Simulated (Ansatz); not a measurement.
# P on W(110): change of the work function, part 4 of 4

Wanted: Δφ(θ) for P/W(110), starting from the hollow site.

Ansatz 0.2.0; plane-wave DFT, PBE, Ansatz PAW.

So far, work function, upper face (eV): step 2 (the clean slab) 4.84; step 3 (37 atoms, coverage 0.111 ML, cell 3x3) 4.96; step 4 (17 atoms, coverage 0.25 ML, cell 2x2) 5.12.

## (5) The covered slab, k-mesh 6×6×1, coverage 0.5 ML (continued)

The density of states has structure finer than the step of the table below, so its rows give means over 0.25 eV. Peaks (eV: height): -3.220: 32.4, -3.070: 31.1, -3.010: 29.5, -2.920: 27.8, -2.800: 32.5, -2.590: 26.3, -1.980: 27.1.

The density of states by energy, zero at the Fermi level; means over each step:

```csv
energy (eV),density of states (states/eV a cell)
-7.75,1.01
-7.50,1.59
-7.25,2.03
-7.00,2.43
-6.75,2.14
-6.50,2.69
-6.25,6.18
-6.00,7.44
-5.75,10.9
-5.50,10.2
-5.25,13.3
-5.00,13.4
-4.75,16.2
-4.50,17.3
-4.25,12.9
-4.00,10.3
-3.75,10.8
-3.50,19.2
-3.25,24.2
-3.00,26.8
-2.75,24.0
-2.50,20.9
-2.25,20.7
-2.00,23.3
-1.75,21.8
-1.50,20.5
-1.25,13.8
-1.00,12.2
-0.75,10.5
-0.50,9.67
-0.25,9.66
0.00,10.9
0.25,11.6
0.50,13.3
0.75,16.1
1.00,17.9
1.25,18.2
1.50,19.1
1.75,19.3
```

The relaxation took 7 steps and lowered the energy by 2.0 eV; the largest force on the free atoms ends at 0.014 eV/Å.

The covered face has 5.00 eV, +0.15 eV against the clean one; the bare back face has moved by +0.01 eV, a measure of how thin the slab is.

## (6) Adsorbate added, k-mesh 12×12×1, coverage 1 ML

System of this step: PW4 (P/W(110)). The cell holds 5 atoms: 4 W and 1 P. Cell: a = 2.737 Å, b = 2.737 Å, c = 27.016 Å, α = 90.0°, β = 90.0°, γ = 70.5°. Vacuum lies along c.

Another coverage, to see how the dipoles act on each other as their distance changes.

input.yaml reads:

```yaml
crystal:
  lattice:
    - [2.2344574285, -1.58, 0.0]
    - [2.2344574285, 1.58, 0.0]
    - [0.0, 0.0, 27.0158793112]
  atoms:
    - { symbol: W, position: [0.0, 0.0, 0.3331374077] }
    - { symbol: W, position: [0.5, 0.5, 0.4158464472] }
    - { symbol: W, position: [0.0, 0.0, 0.4999575449] }
    - { symbol: W, position: [0.5, 0.5, 0.5811012627] }
    - { symbol: P, position: [0.84, 0.84, 0.6668625923] }
kpoints:
  mp_grid: { grid: [12, 12, 1] }
hamiltonian:
  xc: pbe
scf:
  occupations: { method: fermi_dirac, width: 0.1 }
  convergence: { dr2_threshold: 1.0e-08 }
efield:
  axis: 3
  dipole_correction: true
  ramp_position: 0.97
  ramp_width: 0.06
relax:
  f_tol: 0.02
  max_steps: 60
  constraints: [{ sites: [0, 1] }]
output:
  write_potential: true
  write_density: true
  volumetric_format: npy
```

Started as:

```bash
> ansatz run input.yaml --threads 4 --pin off --max-ram 16384MiB --backend cpu --events-out ev --progress --plain --runs-dir out
```

What it wrote:

```text
[...]
Crystal: 5 atoms, lattice volume = 190.756 Å³
Basis set: ecut = 420 eV, 3781 PW (Γ), exchange–correlation on 40×40×384 points (8 copies of the dense FFT grid, shifted against one another)
Bands: 37, of which v1, the nominal top of the filled ones, is band 31 counted from 1 (30 counted from 0)
Symmetry: 2 space group operations
[...]
F+E_penalty+E_count = -42293.23827572 eV   max|allowed force component| = 2.383e-3 eV/Å
  atoms:
    - { symbol: W, position: [0.0, 0.0, 0.333137] }
    - { symbol: W, position: [0.5, 0.5, 0.415846] }
    - { symbol: W, position: [0.00275792, 0.00275792, 0.499565] }
    - { symbol: W, position: [0.508811, 0.508811, 0.583145] }
    - { symbol: P, position: [0.867339, 0.867339, 0.655363] }
[key lines of the parts left out:]
SCF converged after 6 iterations
Free energy (F): -42293.238276 eV
Fermi energy:    5.493423 eV
Dipole field:    D = -0.001122 V/Å  (p = -0.001183 e·Å, saw-weighted, corrected)
Work function:   Φ+ = 4.9406 eV   Φ− = 4.9102 eV
```

The job ended after 40 s (4 threads of Arm Neoverse V1, shared host; peak memory 0.61 GiB; 2.7 min of CPU time).

Relaxation path:

| step | energy less that of the first step (eV) | largest force component (eV/Å) |
| --- | --- | --- |
| 1 | 0.0000 | 2.1083 |
| 2 | -0.3481 | 0.7957 |
| 3 | -0.3747 | 0.5073 |
| 4 | -0.3971 | 0.0634 |
| 5 | -0.3973 | 0.0247 |
| 6 | -0.3974 | 0.0024 |

The run keeps the 2 symmetry operations that the program found, so distortions that break them were not tested.

The atoms that moved most (Å):

```csv
atom,dx,dy,dz,length
P5,0.122,0.000,-0.311,0.334
W4,0.039,0.000,0.055,0.068
W3,0.012,0.000,-0.011,0.016
```

Final coordinates:

```xyz
5
Lattice="2.2345 -1.5800 0.0000 2.2345 1.5800 0.0000 0.0000 0.0000 27.0159" Properties=species:S:1:pos:R:3
W     0.0000    0.0000    9.0000
W     2.2345    0.0000   11.2345
W     0.0123    0.0000   13.4962
W     2.2738    0.0000   15.7542
P     3.8761    0.0000   17.7052
```

The relaxation took 6 steps and lowered the energy by 0.40 eV; the largest force on the free atoms ends at 0.0024 eV/Å.

The covered face has 4.94 eV, +0.10 eV against the clean one; the bare back face has moved by +0.01 eV, a measure of how thin the slab is.

## (7) Work function against coverage

This step: plane-wave DFT, PBE, Ansatz PAW; work function against coverage (Ansatz 0.2.0).

The runs are now put side by side.

This step gave:

```yaml
work_function_of_the_clean_face: 4.845 eV
largest_change_of_the_work_function: 0.2787 eV
```

Work function of the covered face against coverage:

```
coverage (adsorbates/nm²)  work function of the covered face (eV)
                     0.00                                    4.84
                     1.57                                    4.96
                     3.54                                    5.12
                     7.08                                    5.00
                    14.16                                    4.94
```

The dipole per adsorbate comes from the change of the cell's dipole. Coverage, by row:

```
coverage (1/nm²)  coverage (ML)  work function (eV)  change (eV)  dipole per adsorbate, positive end outwards (debye)  mean height of the added atoms over the highest substrate atom (Å)
           1.573         0.1111               4.955       0.1106                                               -0.167                                                               1.672
           3.541           0.25               5.123       0.2787                                               -0.191                                                               1.698
           7.081            0.5               4.995       0.1508                                               -0.051                                                               1.821
           14.16              1               4.941       0.0959                                               -0.016                                                               1.951
```

## (8) Outcome

```
work function of the clean face                        : 4.84 eV
work function at 0.11 ML                               : 4.96 eV
work function at 0.25 ML                               : 5.12 eV
work function at 0.5 ML                                : 5.00 eV
work function at 1 ML                                  : 4.94 eV
dipole per adsorbate at 0.11 ML, positive end outwards : -0.17 D
```

In words: At the lowest coverage P changes the work function of W(110) by under 0.15 eV, within the error of so thin a slab; the largest change, +0.28 eV, comes at higher coverage. The slab has 4 layers, at the tabulated experimental lattice constant, one starting site was run, and quantum-size effects of a slab this thin can reach one or two tenths of an eV.

[Long decimals in the printed logs are rounded to 6 places.]

[Logs are printed without paths, hosts, clocks, repeated set-up lines and the standing remarks that a program may print on its own settings, such as how far it seeks lower states.]

[Hosts, paths, dates, database ids (printed as entryN), source tags and the programs' standing remarks are cut or masked in the printed files.]

[Maps of the electrostatic potential energy from Ansatz leave out the sawtooth potential of an applied field or a dipole correction, so their vacuum need not be flat; planar profiles and work functions include it.]

[The density of states shown here was stored with 400 of the rows of the run's finer table, so its peaks can read low, often by over a quarter, or be missed, and its means over a window can be off by a tenth or more.]
